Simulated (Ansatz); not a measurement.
# Glassy 60SiO2-30Al2O3-5Li2O-5TiO2 (mol %) (72 atoms) under strain: runs compared

Aim: relax glassy 60SiO2-30Al2O3-5Li2O-5TiO2 (mol %) (72 atoms), then change its volume and shape to read moduli from the stress.

Computed with Ansatz 0.2.0: Kohn-Sham DFT, LDA, PAW (set soft_2), plane waves.

## (1) The cell as built

The cell holds 72 atoms: 12 Si, 12 Al, 2 Li, 1 Ti and 45 O. Cell: a = 9.574 Å, b = 9.574 Å, c = 9.574 Å, α = 90.0°, β = 90.0°, γ = 90.0°. 72 atoms (12 Si, 12 Al, 2 Li, 1 Ti, 45 O) placed at random at 2.57 g/cm³, melted at 4000 K for 10 ps at fixed volume with the Morse and Coulomb pair potential with partial charges (Pedone, Malavasi, Menziani, Cormack and Segre, J. Phys. Chem. B 110, 11780 (2006)). Quenched from 4000 K to 300 K at 20 K/ps and fixed volume, held 10 ps at zero pressure.

What the set-up can't give: The quench rate of 20 K/ps is orders of magnitude faster than experiment, which tends to freeze in extra defects. The network of bonds at the start is that of the classical potential that made the cell, and needn't be the one that DFT or experiment would give. The Brillouin zone is sampled at Γ only.

## (2) The reference run

The reference is a single point at the end of the relaxation.

Every strained cell starts from the geometry of this run, and its atoms are relaxed with the cell held.

Its input, with most atom lines left out:

```yaml
crystal:
  lattice:
    - [9.69135, 0.0605, -0.02715]
    - [0.0605, 9.30535, -0.20051]
    - [-0.02715, -0.20051, 9.52616]
  atoms:
    - { symbol: Si, position: [0.55785, 0.8602, 0.4372] }
    - { symbol: Si, position: [0.44866, 0.90571, 0.83726] }
    - { symbol: Si, position: [0.71015, 0.97112, 0.18141] }
    - { symbol: Si, position: [0.57917, 0.61697, 0.92778] }
    - { symbol: Si, position: [0.91842, 0.57024, 0.51952] }
    - { symbol: Si, position: [0.61109, 0.57231, 0.59709] }
    - { symbol: Si, position: [0.37205, 0.44478, 0.10824] }
    [... atom lines 8 to 72 left out ...]
kpoints:
  mp_grid: { grid: [1, 1, 1] }
hamiltonian:
  xc: lda
scf:
  occupations: { method: fermi_dirac, width: 0.025 }
output:
  forces: true
  stress: true
  populations: true
  dos:
    method: { smearing: { sigma: 0.15 } }
    de: 0.1
    projected: { site_lists: { Al: [Al], Li: [Li], O: [O], Si: [Si], Ti: [Ti] } }
  eigenvalues: true
  write_density: true
  write_potential: true
  volumetric_format: npy
```

- free energy per atom: -574.8507 eV/atom
- r.m.s. force component: 0.00624 eV/Å
- pressure: 0.00237 GPa

Filled and empty levels are parted by 2.37 eV (at Γ alone); a local or semilocal functional tends to put such gaps too low. In a disordered cell it changes from sample to sample, and tail or defect levels can set it.

## (3) The runs

Each row is one run, on 4 threads of Intel Xeon 6975P-C (Granite Rapids), shared host. The free energy is the program's total, comparable only between runs with the same functional, potentials and atoms.

| run | atoms | outcome | ionic steps, all passes | free energy (eV) | time | host memory (GiB) |
| --- | --- | --- | --- | --- | --- | --- |
| Single point at the start | 72 | converged | - | -41384.597 | 3.2 s | 1.0 |
| Cell and atoms relaxed | 72 | converged | 25 | -41389.253 | 63 s | 1.0 |
| Single point at the relaxed geometry | 72 | converged | - | -41389.253 | 4.3 s | 1.0 |
| Volume -3 % | 72 | converged | 10 | -41389.036 | 28 s | 1.0 |
| Volume +3 % | 72 | converged | 11 | -41389.028 | 32 s | 1.1 |
| Volume -6 % | 72 | converged | 10 | -41388.331 | 26 s | 1.0 |
| Volume +6 % | 72 | converged | 10 | -41388.441 | 30 s | 1.1 |
| Volume -10 % | 72 | converged | 19 | -41386.975 | 52 s | 1.0 |
| Stretched by 1 % along x | 72 | converged | 5 | -41389.206 | 14 s | 1.1 |
| Compressed by 1 % along x | 72 | converged | 5 | -41389.201 | 14 s | 1.0 |
| Sheared by 2 % in xy | 72 | converged | 5 | -41389.201 | 14 s | 1.1 |

In some runs the program notes that the SCF threshold is loose for the stress.

## (4) Pressure against volume

Atoms are relaxed at each volume, in the scaled cell.

| volume change (%) | volume (Å³/atom) | energy change (meV/atom) | pressure (GPa) | largest move on relaxing (Å) | bonds | gap (eV) |
| --- | --- | --- | --- | --- | --- | --- |
| -10 | 10.733 | 31.64 | 8.01 | 0.88 | 118 | 2.43 |
| -6 | 11.210 | 12.81 | 5.88 | 0.25 | 116 | 2.50 |
| -3 | 11.568 | 3.02 | 2.85 | 0.13 | 116 | 2.40 |
| +0 | 11.926 | 0.00 | 0.00 | - | 114 | 2.37 |
| +3 | 12.283 | 3.13 | -2.52 | 0.17 | 113 | 2.53 |
| +6 | 12.641 | 11.28 | -4.91 | 0.33 | 112 | 2.59 |

## (5) Uniaxial strain and shear

Stress (GPa, compression positive) less that of the relaxed cell, atoms relaxed:

| strain | xx | yy | zz | xy | energy change (meV/atom) |
| --- | --- | --- | --- | --- | --- |
| stretched by 1 % along x | -1.886 | -0.719 | -0.714 | 0.059 | 0.66 |
| compressed by 1 % along x | 1.846 | 0.558 | 0.618 | -0.007 | 0.72 |
| sheared by 2 % in xy | 0.032 | -0.304 | -0.055 | -0.995 | 0.72 |

## (6) Outcome

The bulk modulus, from the slope of pressure against ln V over the three points nearest the relaxed volume, is 89.4 GPa; between neighbouring points the slope runs 49, 97, 93, 85 and 83 GPa from the smallest volume up, without a steady fall, so no pressure derivative is given, and the cell yields more easily when compressed beyond -6 %. The count of bonds runs from 112 to 118 over the series, so at some points contacts cross the cutoffs. At -10 % some atom moved by over 0.5 Å on relaxing, so that point may sit in another local minimum. The gap goes from 2.43 eV at the smallest volume to 2.59 eV at the largest, not monotonically (lowest 2.37, highest 2.59 eV), on the run's k-points. In the Cartesian axes of the cell, finite differences give C11 = 187, C12 = 63.9, C13 = 66.6 and C66 = 49.8 GPa (the shear of 2 % is the engineering strain, εxy = 0.01). The mean of C11, C12 and C13, which equals the bulk modulus in a cubic or isotropic solid, is 106 GPa: it lies 18 % over the bulk modulus from the volumes. For an isotropic solid C66 would equal (C11 − C12)/2 = 61.4 GPa; so small a sample needn't be isotropic, and C66 rests on one shear. With the bulk modulus and C66 as K and G, Young's modulus would be about 126 GPa and Poisson's ratio 0.27.

**Limits.** Strains are finite and relaxations stop at the force tolerance of the input, which can leave moduli too stiff; they are those of a static cell at zero temperature. Volumes are changed with the cell's shape held, so in an anisotropic solid the modulus lies over the one under free hydrostatic load. The program notes that the SCF threshold of the relaxations is loose for the stress.

The DFT runs together took 4.7 min of wall time.

[Logs are printed without paths, hosts, clocks, repeated set-up lines and the standing remarks that a program may print on its own settings, such as how far it seeks lower states.]

[Hosts, paths, dates, database ids (printed as entryN), source tags and the programs' standing remarks are cut or masked in the printed files.]
